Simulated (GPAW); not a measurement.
## A Bi chain with one bond drawn out by 0.6 Å: converging a transmission

Wanted: a convergence study of zero-bias transport through a Bi chain with one bond drawn out by 0.6 Å, with run times.

Main program and level: GPAW 26.7.0; GPAW LCAO, PAW setups; Landauer transmission from Green's functions with principal layers (ASE), zero bias.

## (1) Starting point

The cell holds 8 atoms: 8 Bi. Its edges and angles: a = 9.000 Å, b = 9.000 Å, c = 23.800 Å, α = 90.0°, β = 90.0°, γ = 90.0°. Regions: left lead, 4 atoms (4 Bi); right lead, 4 atoms (4 Bi). Vacuum lies along a and b. The structure is stacked along c, and the current runs across the ab planes.

Structure file:

```
Bi
1.0
     9.00000    0.00000    0.00000
     0.00000    9.00000    0.00000
     0.00000    0.00000   23.80000
Bi
8
Direct
  0.50000 0.50000 0.06092
  0.50000 0.50000 0.18277
  0.50000 0.50000 0.30462
  0.50000 0.50000 0.42647
  0.50000 0.50000 0.57353
  0.50000 0.50000 0.69538
  0.50000 0.50000 0.81723
  0.50000 0.50000 0.93908
```

## (2) Base settings

All settings start at ordinary values; they are then varied in turn, with meshes following the cell where its length changes.

Input file run.py:

```python
import json
import numpy as np
from ase import Atoms
from ase.transport.calculators import TransportCalculator
from gpaw import GPAW, FermiDirac
from gpaw.lcao.tools import get_lcao_hamiltonian
from scipy.linalg import eigh

# The junction with lead layers at both ends, along the third cell vector
device = Atoms(
    ['Bi', 'Bi', 'Bi', 'Bi', 'Bi', 'Bi', 'Bi', 'Bi'],
    positions=[
        [4.50000, 4.50000, 1.45000],
        [4.50000, 4.50000, 4.35000],
        [4.50000, 4.50000, 7.25000],
        [4.50000, 4.50000, 10.15000],
        [4.50000, 4.50000, 13.65000],
        [4.50000, 4.50000, 16.55000],
        [4.50000, 4.50000, 19.45000],
        [4.50000, 4.50000, 22.35000]],
    cell=[[9.0, 0.0, 0.0], [0.0, 9.0, 0.0], [0.0, 0.0, 23.8]],
    pbc=True)

# One principal layer of the lead: the first 2 atoms of the device
lead = Atoms(
    ['Bi', 'Bi'],
    positions=[
        [4.50000, 4.50000, 1.45000],
        [4.50000, 4.50000, 4.35000]],
    cell=[[9.0, 0.0, 0.0], [0.0, 9.0, 0.0], [0.0, 0.0, 5.8]],
    pbc=True)

settings = dict(mode='lcao', basis='dzp', xc='LDA', h=0.2,
                occupations=FermiDirac(0.1), maxiter=250,
                mixer=dict(beta=0.1, nmaxold=8, weight=100.0),
                convergence=dict(density=0.0001))
energies = np.arange(-3, 3 + 1e-9, 0.075)
eta = 0.0001
n1, n2 = 1, 1
# k and -k transmit alike, so half of the mesh across the current serves
mesh = [(i, j) for i in range(n1) for j in range(n2) if (i, j) <= (-i % n1, -j % n2)]
weights = np.array([1 if (i, j) == (-i % n1, -j % n2) else 2 for i, j in mesh]) / (n1 * n2)

# [... helper functions left out ...]
fermi_lead = ground_state(lead, (1, 1, 19), 'lead.txt')
fermi_device = ground_state(device, (1, 1, 3), 'device.txt')
# [... loop over the mesh left out, but for ...]
        # Shift the lead onto the potential of the device's first layer
        shift = ((H[:, 0, 0] - H0[:, 0, 0]) / S0[0, 0]).real.mean()
# [...]
kT = 8.617333e-5 * 300
bias = [0.1, 0.2, 0.5, 1.0, 1.5, 2.0]
# [... integrals and printing left out ...]
```

Started as:

```bash
$ OMP_NUM_THREADS=1 OPENBLAS_NUM_THREADS=1 python run.py
```

The program printed:

```text
basis functions: device 184, principal layer 46
Fermi level: lead -3.1147 eV, device -3.1331 eV; lead shifted by -0.0239 eV
largest coupling past the next layer 5.86e-06 eV, largest misfit of the first layer 0.035 eV
  E-E_F (eV)   T (one spin)  [channel counts left out]
    -3.000    5.6789e-01
    -2.925    5.8735e-01
    -2.850    6.0494e-01
    -2.775    6.2095e-01
    -2.700    6.3565e-01
    -2.625    6.4922e-01
    -2.550    6.6183e-01
    -2.475    6.7360e-01
    -2.400    6.8464e-01
    -2.325    6.9502e-01
    -2.250    7.0482e-01
    -2.175    7.1409e-01
    -2.100    7.2288e-01
    -2.025    7.3121e-01
    -1.950    7.3913e-01
    -1.875    7.4664e-01
[...]
2.475    8.4475e-01
     2.550    8.4458e-01
     2.625    8.4437e-01
     2.700    8.4411e-01
     2.775    8.4381e-01
     2.850    8.4345e-01
     2.925    8.4304e-01
     3.000    8.4257e-01
conductance at 300 K: 2.1403 G0 a cell; thermopower -0.4936 uV/K
current from the zero-bias T(E) at 0.1 V: 16.579 uA
current from the zero-bias T(E) at 0.2 V: 33.14 uA
current from the zero-bias T(E) at 0.5 V: 82.523 uA
current from the zero-bias T(E) at 1.0 V: 162.74 uA
current from the zero-bias T(E) at 1.5 V: 238.63 uA
current from the zero-bias T(E) at 2.0 V: 308.92 uA
```

Elapsed: 24 s, on 1 thread of Intel Xeon Platinum 8488C (Sapphire Rapids), shared host; peak memory 0.81 GiB.

Numbers from this step:

| Item | Value |
| --- | --- |
| conductance | 2.140 G₀ |
| largest coupling past the next principal layer | 5.86e-6 eV |
| largest misfit of the first principal layer | 0.03484 eV |
| shift that aligns the lead | -0.02386 eV |
| basis functions of the junction | 184 |
| basis functions of a principal layer | 46 |
| transmission at the Fermi level (one spin) | 2.142 |

One spin. The transmission, zone mean by energy, zero at the Fermi level:

| energy (eV) | transmission, zone mean |
| --- | --- |
| -3.00 | 0.568 |
| -2.85 | 0.605 |
| -2.70 | 0.636 |
| -2.55 | 0.662 |
| -2.33 | 0.695 |
| -2.17 | 0.714 |
| -2.02 | 0.731 |
| -1.88 | 0.747 |
| -1.73 | 0.761 |
| -1.57 | 0.773 |
| -1.35 | 0.982 |
| -1.20 | 1.26 |
| -1.05 | 1.44 |
| -0.90 | 1.58 |
| -0.75 | 1.72 |
| -0.60 | 1.85 |
| -0.38 | 2.01 |
| -0.23 | 2.08 |
| -0.07 | 2.13 |
| 0.00 | 2.14 |
| 0.07 | 2.15 |
| 0.15 | 2.15 |
| 0.23 | 2.15 |
| 0.38 | 2.14 |
| 0.60 | 2.10 |
| 0.75 | 2.07 |
| 0.90 | 2.02 |
| 1.05 | 1.96 |
| 1.20 | 1.88 |
| 1.35 | 1.77 |
| 1.57 | 1.48 |
| 1.73 | 0.977 |
| 1.88 | 0.845 |
| 2.02 | 0.845 |
| 2.17 | 0.845 |
| 2.33 | 0.845 |
| 2.55 | 0.845 |
| 2.70 | 0.844 |
| 2.85 | 0.843 |
| 3.00 | 0.843 |

Not self-consistent under bias; the bias window is split evenly. Table of current through one cell, from the zero-bias transmission by bias:

| bias (V) | current through one cell, from the zero-bias transmission (μA) |
| --- | --- |
| 0.100 | 16.6 |
| 0.200 | 33.1 |
| 0.500 | 82.5 |
| 1.000 | 163 |
| 1.500 | 239 |
| 2.000 | 309 |

Couplings past the next layer reach 5.9e-6 eV, small enough to drop; the matrix elements of the cell's first layer differ from the bulk lead's by up to 0.035 eV. That layer keeps its own values in the calculation, and only beyond it is the lead taken as perfect. The Fermi levels of lead and junction count from different zeros of potential, one for each periodic cell; with both set to zero, the small remaining shift is what aligns them. Without spin-orbit coupling, which is large for these atoms, channel counts and T are those of the scalar-relativistic bands. By hand: G = 2.140 × 77.48 μS = 166 μS, a resistance of 6.03 kΩ; at 0.1 V a linear junction would pass 16.6 μA, and the integral over the bias window gives 16.6 μA.

## (3) Broadening: eta = 1e-06

The broadening keeps the Green's functions finite; too large a value absorbs electrons where channels are open and leaks them where none are.

Edit run.py of step 2 so:

```diff
@@ -37,3 +37,3 @@
 energies = np.arange(-3, 3 + 1e-9, 0.075)
-eta = 0.0001
+eta = 1e-06
 n1, n2 = 1, 1
```

The program printed:

```text
basis functions: device 184, principal layer 46
Fermi level: lead -3.1147 eV, device -3.1331 eV; lead shifted by -0.0239 eV
largest coupling past the next layer 5.86e-06 eV, largest misfit of the first layer 0.035 eV
  E-E_F (eV)   T (one spin)  [channel counts left out]
    -3.000    5.6825e-01
    -2.925    5.8771e-01
    -2.850    6.0529e-01
    -2.775    6.2130e-01
    -2.700    6.3600e-01
    -2.625    6.4957e-01
    -2.550    6.6218e-01
    -2.475    6.7395e-01
    -2.400    6.8498e-01
    -2.325    6.9537e-01
    -2.250    7.0517e-01
    -2.175    7.1444e-01
    -2.100    7.2322e-01
    -2.025    7.3155e-01
    -1.950    7.3947e-01
    -1.875    7.4698e-01
[...]
2.475    8.4506e-01
     2.550    8.4489e-01
     2.625    8.4467e-01
     2.700    8.4442e-01
     2.775    8.4411e-01
     2.850    8.4376e-01
     2.925    8.4335e-01
     3.000    8.4287e-01
conductance at 300 K: 2.142 G0 a cell; thermopower -0.4925 uV/K
current from the zero-bias T(E) at 0.1 V: 16.593 uA
current from the zero-bias T(E) at 0.2 V: 33.168 uA
current from the zero-bias T(E) at 0.5 V: 82.592 uA
current from the zero-bias T(E) at 1.0 V: 162.88 uA
current from the zero-bias T(E) at 1.5 V: 238.84 uA
current from the zero-bias T(E) at 2.0 V: 309.19 uA
```

Elapsed: 25 s, on 1 thread; peak memory 0.81 GiB.

Numbers from this step:

```yaml
conductance: 2.142 G₀
transmission_at_the_fermi_level_one_spin: 2.144
```

One spin. The transmission, zone mean by energy, zero at the Fermi level:

| energy (eV) | transmission, zone mean |
| --- | --- |
| -3.0000 | 0.568 |
| -2.7750 | 0.621 |
| -2.4750 | 0.674 |
| -2.2500 | 0.705 |
| -2.0250 | 0.732 |
| -1.7250 | 0.761 |
| -1.5000 | 0.779 |
| -1.2750 | 1.14 |
| -0.9750 | 1.52 |
| -0.7500 | 1.72 |
| -0.5250 | 1.91 |
| -0.2250 | 2.08 |
| 0.0000 | 2.14 |
| 0.1500 | 2.15 |
| 0.2250 | 2.15 |
| 0.5250 | 2.12 |
| 0.7500 | 2.07 |
| 0.9750 | 1.99 |
| 1.2750 | 1.83 |
| 1.5000 | 1.61 |
| 1.7250 | 0.978 |
| 2.0250 | 0.845 |
| 2.2500 | 0.845 |
| 2.4750 | 0.845 |
| 2.7750 | 0.844 |
| 3.0000 | 0.843 |

Not self-consistent under bias; the bias window is split evenly. Table of current through one cell, from the zero-bias transmission by bias:

| bias (V) | current through one cell, from the zero-bias transmission (μA) |
| --- | --- |
| 0.100 | 16.6 |
| 0.200 | 33.2 |
| 0.500 | 82.6 |
| 1.000 | 163 |
| 1.500 | 239 |
| 2.000 | 309 |

The conductance equals that of the base run to 0.2 %.

## (4) Broadening: eta = 0.001

Edit run.py of step 3 so:

```diff
@@ -37,3 +37,3 @@
 energies = np.arange(-3, 3 + 1e-9, 0.075)
-eta = 1e-06
+eta = 0.001
 n1, n2 = 1, 1
```

The program printed:

```text
basis functions: device 184, principal layer 46
Fermi level: lead -3.1147 eV, device -3.1331 eV; lead shifted by -0.0239 eV
largest coupling past the next layer 5.86e-06 eV, largest misfit of the first layer 0.035 eV
  E-E_F (eV)   T (one spin)  [channel counts left out]
    -3.000    5.6465e-01
    -2.925    5.8413e-01
    -2.850    6.0173e-01
    -2.775    6.1776e-01
    -2.700    6.3247e-01
    -2.625    6.4606e-01
    -2.550    6.5868e-01
    -2.475    6.7047e-01
    -2.400    6.8152e-01
    -2.325    6.9191e-01
    -2.250    7.0172e-01
    -2.175    7.1100e-01
    -2.100    7.1979e-01
    -2.025    7.2813e-01
    -1.950    7.3605e-01
    -1.875    7.4357e-01
[...]
2.475    8.4197e-01
     2.550    8.4180e-01
     2.625    8.4158e-01
     2.700    8.4133e-01
     2.775    8.4102e-01
     2.850    8.4066e-01
     2.925    8.4025e-01
     3.000    8.3977e-01
conductance at 300 K: 2.124 G0 a cell; thermopower -0.5034 uV/K
current from the zero-bias T(E) at 0.1 V: 16.454 uA
current from the zero-bias T(E) at 0.2 V: 32.889 uA
current from the zero-bias T(E) at 0.5 V: 81.897 uA
current from the zero-bias T(E) at 1.0 V: 161.5 uA
current from the zero-bias T(E) at 1.5 V: 236.81 uA
current from the zero-bias T(E) at 2.0 V: 306.53 uA
```

It took 27 s on 1 thread; peak memory 0.81 GiB.

Numbers from this step:

```yaml
conductance: 2.124 G₀
transmission_at_the_fermi_level_one_spin: 2.126
```

One spin. The transmission, zone mean by energy, zero at the Fermi level:

| energy (eV) | transmission, zone mean |
| --- | --- |
| -3.00 | 0.565 |
| -2.77 | 0.618 |
| -2.55 | 0.659 |
| -2.40 | 0.682 |
| -2.17 | 0.711 |
| -1.95 | 0.736 |
| -1.73 | 0.757 |
| -1.57 | 0.770 |
| -1.35 | 0.972 |
| -1.12 | 1.35 |
| -0.90 | 1.57 |
| -0.75 | 1.70 |
| -0.53 | 1.89 |
| -0.30 | 2.03 |
| -0.07 | 2.11 |
| 0.00 | 2.13 |
| 0.07 | 2.13 |
| 0.15 | 2.14 |
| 0.30 | 2.13 |
| 0.53 | 2.10 |
| 0.75 | 2.05 |
| 0.90 | 2.00 |
| 1.12 | 1.91 |
| 1.35 | 1.76 |
| 1.57 | 1.46 |
| 1.73 | 0.967 |
| 1.95 | 0.842 |
| 2.17 | 0.842 |
| 2.40 | 0.842 |
| 2.55 | 0.842 |
| 2.77 | 0.841 |
| 3.00 | 0.840 |

Not self-consistent under bias; the bias window is split evenly. Table of current through one cell, from the zero-bias transmission by bias:

| bias (V) | current through one cell, from the zero-bias transmission (μA) |
| --- | --- |
| 0.100 | 16.5 |
| 0.200 | 32.9 |
| 0.500 | 81.9 |
| 1.000 | 161 |
| 1.500 | 237 |
| 2.000 | 307 |

The conductance, 2.12 G₀, lies 0.8 % below that of the base run.

## (5) Broadening: eta = 0.01

Edit run.py of step 4 so:

```diff
@@ -37,3 +37,3 @@
 energies = np.arange(-3, 3 + 1e-9, 0.075)
-eta = 0.001
+eta = 0.01
 n1, n2 = 1, 1
```

The program printed:

```text
basis functions: device 184, principal layer 46
Fermi level: lead -3.1147 eV, device -3.1331 eV; lead shifted by -0.0239 eV
largest coupling past the next layer 5.86e-06 eV, largest misfit of the first layer 0.035 eV
  E-E_F (eV)   T (one spin)  [channel counts left out]
    -3.000    5.3325e-01
    -2.925    5.5287e-01
    -2.850    5.7061e-01
[...]
2.925    8.1282e-01
     3.000    8.1231e-01
conductance at 300 K: 1.9696 G0 a cell; thermopower -0.5979 uV/K
current from the zero-bias T(E) at 0.1 V: 15.257 uA
current from the zero-bias T(E) at 0.2 V: 30.497 uA
current from the zero-bias T(E) at 0.5 V: 75.935 uA
current from the zero-bias T(E) at 1.0 V: 149.71 uA
current from the zero-bias T(E) at 1.5 V: 219.43 uA
current from the zero-bias T(E) at 2.0 V: 283.83 uA
```

Elapsed: 32 s, on 1 thread; peak memory 0.81 GiB.

One spin. Transmission, zone mean against energy, zero at the Fermi level:

energy (eV), transmission, zone mean and a bar from the least value:
```
    -3.00       0.53 
    -2.77       0.59 #
    -2.55       0.63 ##
    -2.40       0.65 ##
    -2.17       0.68 ###
    -1.95       0.71 ####
    -1.73       0.73 ####
    -1.57       0.74 ####
    -1.35       0.89 #######
    -1.12       1.22 ##############
    -0.90       1.43 ###################
    -0.75       1.56 #####################
    -0.53       1.74 #########################
    -0.30       1.88 ############################
    -0.07       1.96 #############################
     0.00       1.97 ##############################
     0.07       1.98 ##############################
     0.23       1.99 ##############################
     0.30       1.98 ##############################
     0.53       1.96 #############################
     0.75       1.91 ############################
     0.90       1.87 ############################
     1.12       1.77 ##########################
     1.35       1.62 ######################
     1.57       1.33 ################
     1.73       0.89 #######
     1.95       0.82 ######
     2.17       0.82 ######
     2.40       0.81 ######
     2.55       0.81 ######
     2.77       0.81 ######
     3.00       0.81 ######
```

The conductance, 1.97 G₀, lies 8.0 % below that of the base run.

## (6) Varying the broadening: eta = 0.05

Edit run.py of step 5 so:

```diff
@@ -37,3 +37,3 @@
 energies = np.arange(-3, 3 + 1e-9, 0.075)
-eta = 0.01
+eta = 0.05
 n1, n2 = 1, 1
```

The program printed:

```text
basis functions: device 184, principal layer 46
Fermi level: lead -3.1147 eV, device -3.1331 eV; lead shifted by -0.0239 eV
largest coupling past the next layer 5.86e-06 eV, largest misfit of the first layer 0.035 eV
  E-E_F (eV)   T (one spin)  [channel counts left out]
    -3.000    4.1362e-01
    -2.925    4.3302e-01
    -2.850    4.5066e-01
[...]
2.925    7.0124e-01
     3.000    7.0064e-01
conductance at 300 K: 1.4275 G0 a cell; thermopower -0.9491 uV/K
current from the zero-bias T(E) at 0.1 V: 11.058 uA
current from the zero-bias T(E) at 0.2 V: 22.103 uA
current from the zero-bias T(E) at 0.5 V: 55.026 uA
current from the zero-bias T(E) at 1.0 V: 108.44 uA
current from the zero-bias T(E) at 1.5 V: 158.84 uA
current from the zero-bias T(E) at 2.0 V: 205.19 uA
```

Elapsed: 26 s, on 1 thread; peak memory 0.81 GiB.

One spin. Table of transmission, zone mean by energy, zero at the Fermi level:

| energy (eV) | transmission, zone mean |
| --- | --- |
| -3.00 | 0.414 |
| -2.85 | 0.451 |
| -2.70 | 0.482 |
| -2.55 | 0.508 |
| -2.33 | 0.542 |
| -2.17 | 0.561 |
| -2.02 | 0.578 |
| -1.88 | 0.594 |
| -1.73 | 0.608 |
| -1.57 | 0.621 |
| -1.35 | 0.668 |
| -1.20 | 0.780 |
| -1.05 | 0.894 |
| -0.90 | 0.997 |
| -0.75 | 1.09 |
| -0.60 | 1.19 |
| -0.38 | 1.31 |
| -0.23 | 1.37 |
| -0.07 | 1.41 |
| 0.00 | 1.43 |
| 0.07 | 1.44 |
| 0.23 | 1.45 |
| 0.30 | 1.46 |
| 0.38 | 1.45 |
| 0.60 | 1.44 |
| 0.75 | 1.41 |
| 0.90 | 1.38 |
| 1.05 | 1.33 |
| 1.20 | 1.26 |
| 1.35 | 1.16 |
| 1.57 | 0.930 |
| 1.73 | 0.726 |
| 1.88 | 0.704 |
| 2.02 | 0.704 |
| 2.17 | 0.704 |
| 2.33 | 0.704 |
| 2.55 | 0.703 |
| 2.70 | 0.703 |
| 2.85 | 0.702 |
| 3.00 | 0.701 |

The conductance, 1.43 G₀, lies 33 % below that of the base run.

## (7) Convergence in the broadening

The runs and the base run on one axis.

This step: convergence of the conductance (GPAW 26.7.0).

Conductance against log10 of the broadening in eV:

| log10 of the broadening in eV | conductance (G₀) |
| --- | --- |
| -6.00 | 2.14 |
| -4.00 | 2.14 |
| -3.00 | 2.12 |
| -2.00 | 1.97 |
| -1.30 | 1.43 |

## (8) Varying the grid spacing

The real-space grid carries density and potential; a coarse one breaks translation symmetry along the lead and scatters electrons that should pass.

This step: GPAW LCAO, PAW setups; Landauer transmission from Green's functions with principal layers (ASE), zero bias (GPAW 26.7.0).

Edit run.py of step 6 so:

```diff
@@ -32,3 +32,3 @@
 
-settings = dict(mode='lcao', basis='dzp', xc='LDA', h=0.2,
+settings = dict(mode='lcao', basis='dzp', xc='LDA', h=0.3,
                 occupations=FermiDirac(0.1), maxiter=250,
@@ -37,3 +37,3 @@
 energies = np.arange(-3, 3 + 1e-9, 0.075)
-eta = 0.05
+eta = 0.0001
 n1, n2 = 1, 1
```

The program printed:

```text
basis functions: device 184, principal layer 46
Fermi level: lead -3.1158 eV, device -3.1340 eV; lead shifted by -0.0241 eV
largest coupling past the next layer 5.86e-06 eV, largest misfit of the first layer 0.035 eV
  E-E_F (eV)   T (one spin)  [channel counts left out]
    -3.000    5.6792e-01
    -2.925    5.8730e-01
    -2.850    6.0482e-01
    -2.775    6.2079e-01
    -2.700    6.3545e-01
    -2.625    6.4900e-01
    -2.550    6.6159e-01
    -2.475    6.7335e-01
    -2.400    6.8438e-01
    -2.325    6.9476e-01
    -2.250    7.0455e-01
    -2.175    7.1382e-01
    -2.100    7.2261e-01
    -2.025    7.3094e-01
    -1.950    7.3886e-01
    -1.875    7.4638e-01
[...]
2.475    8.4471e-01
     2.550    8.4454e-01
     2.625    8.4434e-01
     2.700    8.4409e-01
     2.775    8.4380e-01
     2.850    8.4345e-01
     2.925    8.4305e-01
     3.000    8.4259e-01
conductance at 300 K: 2.1396 G0 a cell; thermopower -0.4933 uV/K
current from the zero-bias T(E) at 0.1 V: 16.574 uA
current from the zero-bias T(E) at 0.2 V: 33.13 uA
current from the zero-bias T(E) at 0.5 V: 82.5 uA
current from the zero-bias T(E) at 1.0 V: 162.7 uA
current from the zero-bias T(E) at 1.5 V: 238.6 uA
current from the zero-bias T(E) at 2.0 V: 308.89 uA
```

Run time: 11 s. Hardware: 1 thread; peak memory 0.33 GiB.

This step gave:

| Item | Value |
| --- | --- |
| conductance | 2.140 G₀ |
| largest misfit of the first principal layer | 0.03487 eV |
| shift that aligns the lead | -0.02409 eV |
| transmission at the Fermi level (one spin) | 2.141 |

One spin. The transmission, zone mean by energy, zero at the Fermi level:

| energy (eV) | transmission, zone mean |
| --- | --- |
| -3.00 | 0.568 |
| -2.77 | 0.621 |
| -2.55 | 0.662 |
| -2.40 | 0.684 |
| -2.17 | 0.714 |
| -1.95 | 0.739 |
| -1.73 | 0.760 |
| -1.57 | 0.773 |
| -1.35 | 0.983 |
| -1.12 | 1.36 |
| -0.90 | 1.58 |
| -0.75 | 1.72 |
| -0.53 | 1.91 |
| -0.30 | 2.05 |
| -0.07 | 2.13 |
| 0.00 | 2.14 |
| 0.07 | 2.15 |
| 0.15 | 2.15 |
| 0.30 | 2.15 |
| 0.53 | 2.12 |
| 0.75 | 2.07 |
| 0.90 | 2.02 |
| 1.12 | 1.92 |
| 1.35 | 1.77 |
| 1.57 | 1.48 |
| 1.73 | 0.977 |
| 1.95 | 0.845 |
| 2.17 | 0.845 |
| 2.40 | 0.845 |
| 2.55 | 0.845 |
| 2.77 | 0.844 |
| 3.00 | 0.843 |

Not self-consistent under bias; the bias window is split evenly. Table of current through one cell, from the zero-bias transmission by bias:

| bias (V) | current through one cell, from the zero-bias transmission (μA) |
| --- | --- |
| 0.100 | 16.6 |
| 0.200 | 33.1 |
| 0.500 | 82.5 |
| 1.000 | 163 |
| 1.500 | 239 |
| 2.000 | 309 |

The conductance equals that of the base run to 0.2 %.

(Part 1 of 3 ends here.)

[Logs are printed without paths, hosts, clocks, repeated set-up lines and the standing remarks that a program may print on its own settings, such as how far it seeks lower states.]

[Hosts, paths, dates, database ids (printed as entryN), source tags and the programs' standing remarks are cut or masked in the printed files.]
